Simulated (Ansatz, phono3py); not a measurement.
**KI (Fm-3m): lattice thermal conductivity**

Aim: the lattice thermal conductivity of KI against temperature, and which phonons carry it.

Measurements to reproduce:
- thermal conductivity 2.6 W/m/K near room temperature (given in “Combining the AFLOW GIBBS and Elastic Libraries to efficiently and robustly screen thermo-mechanical properties of solids”, 2017, arXiv:1611.05714)
- thermal conductivity 2.6 W/m/K near room temperature (given in “Predicting the lattice thermal conductivity of solids by solving the Boltzmann transport equation: AFLOW - AAPL an automated, accurate and efficient framework”, 2017, arXiv:1611.05481)

Main program and level: Ansatz 0.2.0; DFT LDA, scalar-relativistic, plane waves, PAW; PAW set soft_1.

### Step 1. Starting point

Symmetry: Fm-3m, No. 225, cubic system. Conventional cell: a = 7.066 Å, b = 7.066 Å, c = 7.066 Å, α = 90.00°, β = 90.00°, γ = 90.00°. K has 6 I at 3.53 Å nearest. Nearest to I lie 6 K at 3.53 Å. Farther neighbours and most contacts between anions are not listed.

### Step 2. A first coarse run

A cheap single point shows whether the cell is a metal or an insulator and how far it is from rest; that sets the k-mesh and the occupations of what follows.

Input file input.yaml:

```yaml
crystal:
  lattice:
    - [0.0, 3.532775, 3.532775]
    - [3.532775, 0.0, 3.532775]
    - [3.532775, 3.532775, 0.0]
  atoms:
    - { symbol: K, position: [0.0, 0.0, 0.0] }
    - { symbol: I, position: [0.5, 0.5, 0.5] }
kpoints:
  mp_grid: { grid: [4, 4, 4] }
hamiltonian:
  xc: lda
  pseudopotentials: { kind: paw, azcp: { folder: soft_1 }, xc_functional: pbe }
scf:
  occupations: { method: gaussian, width: 0.1 }
  lower_state_search: "off"
output:
  forces: true
  stress: true
  eigenvalues: true
```

On the command line:

```bash
$ ansatz run input.yaml --threads 8 --pin off --max-ram 19456MiB --backend cpu --events-out ev --progress --plain --runs-dir out
```

Numbers of over 12 decimals in the logs are rounded to 6 here.

Output:

```text
Engine: ansatz 0.2.0, aarch64-unknown-linux-gnu
Pseudopotentials: kind: paw
Pseudopotential: K, paw, valence charge 9, recommended cutoff 420 eV (normal), soft_1/K.paw.azcp
Pseudopotential: I, paw, valence charge 17, recommended cutoff 420 eV (normal), soft_1/I.paw.azcp
Functional definition: SPW92
  exchange = slater_x
  correlation = pw_c
Crystal: 2 atoms, lattice volume = 88.182 Å³
Basis set: ecut = 420 eV, 1759 PW (Γ)
Bands: 17, of which v1, the nominal top of the filled ones, is band 13 counted from 1 (12 counted from 0)
Symmetry: 48 space group operations
Space group: Fm-3m (ITA 225), of the structure as read, at distance tolerance 4.5e-5 Å
k-points: 8 of 64
Non-local potential: K, projectors of the file, l = 0: 3, l = 1: 2, l = 2: 2
Non-local potential: I, projectors of the file, l = 0: 2, l = 1: 2, l = 2: 2, l = 3: 1
PAW form: soft (Blöchl's): semilocal exchange-correlation on the pseudo side does not see the compensation charge
PAW frozen core: K, regenerated for the run's functional, and the local potential with it (the file was generated under x = pbe(κ = 0.804, μ = 0.219515), c = pbe(β = 0.066725))
PAW frozen core: I, regenerated for the run's functional, and the local potential with it (the file was generated under x = pbe(κ = 0.804, μ = 0.219515), c = pbe(β = 0.066725))
PAW one-centre angular grid: K, 110 points (default); XC on 64 Gauss nodes
PAW one-centre angular grid: I, 590 points (default); XC on 64 Gauss nodes
Initial density: superposition of atomic densities (chi_scale 0.1, normalization cell, long waves kept (reshape's long-wave potential 0.00 eV rms))
Initial wavefunctions: pseudopotential atomic-orbital guess
Functional: x = slater, c = lda
SCF iter   1: F=—  HF=-8856.412162 eV  |F-HF|=—  |Δ(HF+E_count)|=         —  Δρ=4.13e-2  dr2=2.97e0  ethr=3.10e-3  ⟨swp⟩=6.6  Hψ=772  notcnv=0
preconditioner: auto → none  [insulator: Δε(μ)=2.391 eV  Ē_g=8.293 eV  σ=0.100 eV  W_gap=1.00  n_scr=14 (ndim 8)  ℏωp=11.2 eV  f_vac=0.023  D(μ)=0.00/eV (n_scr^D=0)  ε∞_Penn≈2.8]
SCF iter   2: F=—  HF=-8855.159093 eV  |F-HF|=—  |Δ(HF+E_count)|=    1.25e0  Δρ=9.13e-3  dr2=1.19e-1  ethr=3.10e-3  ⟨swp⟩=4.2  Hψ=411  notcnv=0
SCF iter   3: F=—  HF=-8855.133931 eV  |F-HF|=—  |Δ(HF+E_count)|=   2.52e-2  Δρ=4.11e-3  dr2=1.45e-2  ethr=4.56e-4  ⟨swp⟩=2.0  Hψ=200  notcnv=0
SCF iter   4: F=—  HF=-8855.136487 eV  |F-HF|=—  |Δ(HF+E_count)|=   2.56e-3  Δρ=8.47e-4  dr2=5.77e-4  ethr=5.58e-5  ⟨swp⟩=2.9  Hψ=223  notcnv=0
SCF iter   5: F=—  HF=-8855.136525 eV  |F-HF|=—  |Δ(HF+E_count)|=   3.82e-5  Δρ=1.39e-4  dr2=7.23e-6  ethr=2.22e-6  ⟨swp⟩=2.0  Hψ=240  notcnv=0
SCF iter   6: F=—  HF=-8855.136521 eV  |F-HF|=—  |Δ(HF+E_count)|=   3.54e-6  Δρ=1.21e-5  dr2=1.92e-7  ethr=2.78e-8  ⟨swp⟩=2.0  Hψ=159  notcnv=0
SCF iter   7: F=-8855.136521 eV  HF=-8855.136521 eV  |F-HF|=4.29e-10  |Δ(HF+E_count)|=   8.50e-8  Δρ=1.23e-6  dr2=9.72e-10  ethr=3.85e-10  ⟨swp⟩=7.8  Hψ=763  notcnv=0
SCF 1 converged in 7 iterations: F = -8855.136521 eV  dr2 = 9.72e-10
  greatest PAW one-centre occupation: 0.999 electrons in one spin orbital (limit 2), on the I atom at site 1 (counted from 0), in its partial waves of l = 2
SCF converged after 7 iterations
Free energy (F): -8855.136521 eV
Harris-Foulkes:  -8855.136521 eV  (|F-HF|=4.29e-10)
Internal energy: -8855.136521 eV  (E = F + TS)
E sigma→0 (E₀):  -8855.136521 eV
Fermi energy:    3.841739 eV
--- Per-component energies (eV) ---
  E_band       = -526.481953
  E_kinetic    = 413.903926
  E_local      = -3017.187225  (includes V_loc(G=0)·N_el)
  E_nonlocal   = 137.901244
  E_hartree    = 1289.426638
  E_xc         = -240.296288
  E_vxc        = -274.807086  (∫ρ·V_xc dr)
  E_paw        = -5371.488675  (= ΣΔE_a)
  E_vpaw       = -365.144928  (= ΣTr[D̂ρ^β])
  E_aug_tail   = -0.002473  (compensation charges beyond the density's cutoff)
  E_ewald      = -2068.432357
  E_core_change = 1.038691  (= ΣΔE_core)
  E_smearing   = -0.000000  (= −TS)
  E_closure    = 0.000000  (closes the sum)
  Σ components = -8855.136521   (vs F -8855.136521, Δ=0.00e0)
--- Forces (eV/Å), atoms counted from 1 ---
  atom   1  K     -0.00000000    -0.00000000    -0.00000000
  atom   2  I      0.00000000    -0.00000000    -0.00000000
  max |Σ_I F_I| component: 3.38e-29 eV/Å
--- Stress (GPa, compression-positive) ---
       -1.304147      -0.000000      -0.000000
       -0.000000      -1.304147      -0.000000
        0.000000      -0.000000      -1.304147
  P = ⅓ Tr σ = -1.3041 GPa (-13.041 kbar)
--- Band table (eV; the first three rows and the last of 8) ---
  k-point 0: bands = [... 9 lower, -8.5772, 2.0375, 2.0375, 2.0375, 5.6429, 8.3404, 8.3404, 8.3404]
  k-point 1: bands = [... 9 lower, -8.4200, 1.2314, 1.8529, 1.8529, 6.7833, 8.3815, 8.9540, 8.9540]
  k-point 2: bands = [... 9 lower, -8.2755, 0.6542, 1.6862, 1.6862, 7.2880, 9.4807, 10.0202, 10.0202]
  k-point 7: bands = [... 9 lower, -8.3664, 1.2800, 1.2800, 1.4090, 8.2795, 8.2795, 8.4349, 9.9500]
```

Wall time 0.29 s (8 threads of Arm Neoverse V2, shared host); peak memory 0.32 GiB; 1.1 s of CPU time.

The column dr2 measures how far the density is from self-consistency, as an energy; F and HF (Harris–Foulkes) agree once it is small.

A gap read on the k-mesh alone can miss the band edges.

Numbers from this step:

- pressure: -1.304 GPa
- gap on the k-mesh: 3.605 eV
- volume per atom: 44.09 Å³/atom

The start is under -1.3 GPa at this level and looks like an insulator or semiconductor on this mesh.

### Step 3. Relaxation

The vibrations must be taken about the equilibrium of this functional, not about the starting cell, so the structure is relaxed.

input.yaml, the sections that differ from step 2:

```yaml
kpoints:
  mp_grid: { grid: [6, 6, 6] }
scf:
  occupations: { method: gaussian, width: 0.02 }
  lower_state_search: "off"
relax:
  adjacent_minimum: "off"
  f_tol: 0.005
  max_steps: 80
  cell: { stress_tol: 0.05 }
# crystal, hamiltonian, output: as in step 2
```

Output:

```text
[...]
Crystal: 2 atoms, lattice volume = 88.182 Å³
Basis set: ecut = 420 eV, 1759 PW (Γ)
Bands: 17, of which v1, the nominal top of the filled ones, is band 13 counted from 1 (12 counted from 0)
Symmetry: 48 space group operations
[...]
k-points: 16 of 216
[...]
SCF iter   1: F=—  HF=-8856.416493 eV  |F-HF|=—  |Δ(HF+E_count)|=         —  Δρ=4.13e-2  dr2=2.99e0  ethr=3.10e-3  ⟨swp⟩=7.4  Hψ=1648  notcnv=0
[...]
SCF iter   7: F=-8855.137655 eV  HF=-8855.137655 eV  |F-HF|=5.62e-9  |Δ(HF+E_count)|=   1.34e-7  Δρ=1.99e-6  dr2=5.17e-9  ethr=3.85e-10  ⟨swp⟩=7.3  Hψ=1485  notcnv=0
SCF 1 converged in 7 iterations: F = -8855.137655 eV  dr2 = 5.17e-9
[...]
relax step   1: F+E_penalty+E_count = -8855.13765526 eV  Δ(F+E_penalty+E_count) = +0.000e0 eV  max|allowed force component| = 4.930e-30 eV/Å  Δτ_max = 0.0000 Å  P = -1.312 GPa  Ω = 88.182 Å³  (7 SCF iters, dr2 threshold 1.00e-7 eV, accepted)
Crystal: 2 atoms, lattice volume = 84.454 Å³
Basis set: ecut = 420 eV, 1639 PW (Γ)
[...]
iter 1 solved again at ethr=1.06e-5 eV; its pass at ethr=3.10e-3 eV (dr2=2.76e-3 eV) is discarded
[...]
SCF iter   5: F=-8855.163606 eV  HF=-8855.163606 eV  |F-HF|=1.24e-8  |Δ(HF+E_count)|=   4.55e-7  Δρ=7.89e-6  dr2=3.47e-8  ethr=7.69e-10  ⟨swp⟩=4.8  Hψ=1464  notcnv=0
SCF 2 converged in 5 iterations: F = -8855.163606 eV  dr2 = 3.47e-8
relax step   2: F+E_penalty+E_count = -8855.16360624 eV  Δ(F+E_penalty+E_count) = -2.595e-2 eV  max|allowed force component| = 2.827e-30 eV/Å  Δτ_max = 0.0000 Å  P = -0.872 GPa  Ω = 84.454 Å³  energy of the carried Pulay correction = +3.002e-4 eV  (5 SCF iters, dr2 threshold 2.00e-7 eV, accepted)
Crystal: 2 atoms, lattice volume = 77.933 Å³
Basis set: ecut = 420 eV, 1471 PW (Γ)
[...]
SCF iter   5: F=-8855.178176 eV  HF=-8855.178176 eV  |F-HF|=2.02e-8  |Δ(HF+E_count)|=   6.18e-7  Δρ=1.19e-5  dr2=7.76e-8  ethr=7.69e-10  ⟨swp⟩=5.7  Hψ=1498  notcnv=0
SCF 3 converged in 5 iterations: F = -8855.178176 eV  dr2 = 7.76e-8
relax step   3: F+E_penalty+E_count = -8855.17817615 eV  Δ(F+E_penalty+E_count) = -1.457e-2 eV  max|allowed force component| = 2.971e-29 eV/Å  Δτ_max = 0.0000 Å  P = +0.278 GPa  Ω = 77.933 Å³  energy of the carried Pulay correction = +8.580e-4 eV  (5 SCF iters, dr2 threshold 2.00e-7 eV, accepted)
[...]
relax step   4: F+E_penalty+E_count = -8855.17913960 eV  Δ(F+E_penalty+E_count) = -9.635e-4 eV  max|allowed force component| = 1.282e-30 eV/Å  Δτ_max = 0.0000 Å  P = -0.035 GPa  Ω = 79.414 Å³  energy of the carried Pulay correction = +7.275e-4 eV  (5 SCF iters, dr2 threshold 1.93e-7 eV, accepted)
[...]
SCF iter   1: F=—  HF=-8855.178425 eV  |F-HF|=—  |Δ(HF+E_count)|=         —  Δρ=7.95e-5  dr2=8.16e-7  ethr=1.31e-6  ⟨swp⟩=3.0  Hψ=2372  notcnv=0
eigensolver tolerance schedule: the retry pair's looser diagonalisation over-reported the residual by 416.70 of it (diagonalisation noise at 0.21 of the residual, at the tolerance the schedule requests for it); recorded, not acted on — ethr = c·dr2/N_el stays at c = 1.0e-1
[...]
SCF iter   2: F=—  HF=-8855.178427 eV  |F-HF|=—  |Δ(HF+E_count)|=   2.42e-6  Δρ=3.67e-5  dr2=1.55e-7  ethr=3.14e-9  ⟨swp⟩=2.2  Hψ=475  notcnv=0
[...]
SCF iter   5: F=-8855.178427 eV  HF=-8855.178427 eV  |F-HF|=0.00e0  |Δ(HF+E_count)|=  3.47e-10  Δρ=1.03e-7  dr2=3.77e-12  ethr=1.00e-12  ⟨swp⟩=5.6  Hψ=1556  notcnv=0
SCF 5 converged in 5 iterations: F = -8855.178427 eV  dr2 = 3.77e-12
relax step   5: F+E_penalty+E_count = -8855.17842740 eV  Δ(F+E_penalty+E_count) = +7.122e-4 eV  max|allowed force component| = 1.627e-30 eV/Å  Δτ_max = 0.0000 Å  P = -0.037 GPa  Ω = 79.414 Å³  stress off target by 3.67e-2 GPa  SCF on the basis re-selected at this cell (its energy is not comparable with the rows above)  (5 SCF iters)
basis re-selected at this cell: Δ(F+E_penalty+E_count) = +7.122e-4 eV, ΔP = -0.002 GPa vs the last step (what re-selecting the basis moved, of the pressure what is left beyond the Pulay correction that the steps carried, after the strain that the cell walked since its last selection, with what the two solves' SCF thresholds leave and, on support functions, any second-order correction that the steps lacked; it is no m [...]
SCF converged after 5 iterations
Free energy (F): -8855.178427 eV
[...]
Internal energy: -8855.178427 eV  (E = F + TS)
E sigma→0 (E₀):  -8855.178427 eV
Fermi energy:    4.851288 eV
[...]
--- Stress (GPa, compression-positive) ---
       -0.036740      -0.000000      -0.000000
       -0.000000      -0.036740      -0.000000
       -0.000000      -0.000000      -0.036740
  P = ⅓ Tr σ = -0.0367 GPa (-0.367 kbar)
--- Band table (eV; the first three rows and the last of 16) ---
  k-point 0: bands = [... 9 lower, -7.8695, 2.9198, 2.9198, 2.9198, 6.7827, 9.1616, 9.1616, 9.1616]
  k-point 1: bands = [... 9 lower, -7.7263, 2.3826, 2.7953, 2.7953, 7.4861, 9.1085, 9.4858, 9.4858]
  k-point 2: bands = [... 9 lower, -7.4862, 1.5955, 2.5696, 2.5696, 8.1421, 9.9743, 10.2904, 10.2904]
  k-point 15: bands = [... 9 lower, -7.5791, 1.8604, 2.2297, 2.2301, 8.2828, 9.3479, 10.2773, 11.3657]
--- Relaxed structure (4 steps of the walk, 4 accepted, 1 SCFs on fresh bases) ---
  F+E_penalty+E_count = -8855.17842740 eV   max|allowed force component| = 1.627e-30 eV/Å   (the final SCF, on the basis selected at the relaxed cell)
  cell:  # Å, volume = 79.4135 Å³
    - [0, 3.411574, 3.411574]
    - [3.411574, 0, 3.411574]
    - [3.411574, 3.411574, 0]
  atoms:
    - { symbol: K, position: [0, 0, 0] }
    - { symbol: I, position: [0.5, 0.5, 0.5] }
```

Run time: 1.4 s. Hardware: 8 threads; peak memory 0.38 GiB.

Relaxation path:

```
step  energy less that of the first step (eV)  largest force component (eV/Å)  pressure (GPa)  volume (Å³)
   1                                   0.0000                          0.0000           -1.31        88.18
   2                                  -0.0260                          0.0000           -0.87        84.45
   3                                  -0.0405                          0.0000            0.28        77.93
   4                                  -0.0415                          0.0000           -0.04        79.41
  5*                                  -0.0408                          0.0000           -0.04        79.41
```

Relaxation steps marked * repeat the geometry before them on a plane-wave basis chosen anew for their cell, so energy and pressure can jump there.

The run keeps the 48 symmetry operations that it works with, so distortions that break them were not tested.

| conventional cell, symmetrised | before | after | change |
| --- | --- | --- | --- |
| a (Å) | 7.066 | 6.823 | -3.4 % |
| b (Å) | 7.066 | 6.823 | -3.4 % |
| c (Å) | 7.066 | 6.823 | -3.4 % |
| volume (Å³/atom) | 44.09 | 39.71 | -9.9 % |

The relaxed structure:

```xyz
2
Lattice="0.0000 3.4116 3.4116 3.4116 0.0000 3.4116 3.4116 3.4116 0.0000" Properties=species:S:1:pos:R:3 pbc="T T T"
K     0.0000    0.0000    0.0000
I     3.4116    3.4116    3.4116
```

This step gave:

| Item | Value |
| --- | --- |
| pressure | -0.03674 GPa |
| gap on the k-mesh | 3.863 eV |
| volume per atom | 39.71 Å³/atom |

The relaxation ends with a pressure of -0.04 GPa.

[end of part 1 of 4]

[Logs are printed without paths, hosts, clocks, repeated set-up lines and the standing remarks that a program may print on its own settings, such as how far it seeks lower states.]

[Hosts, paths, dates, database ids (printed as entryN), source tags and the programs' standing remarks are cut or masked in the printed files.]

[A step with changed settings may run another functional than the one named; its input shows which.]
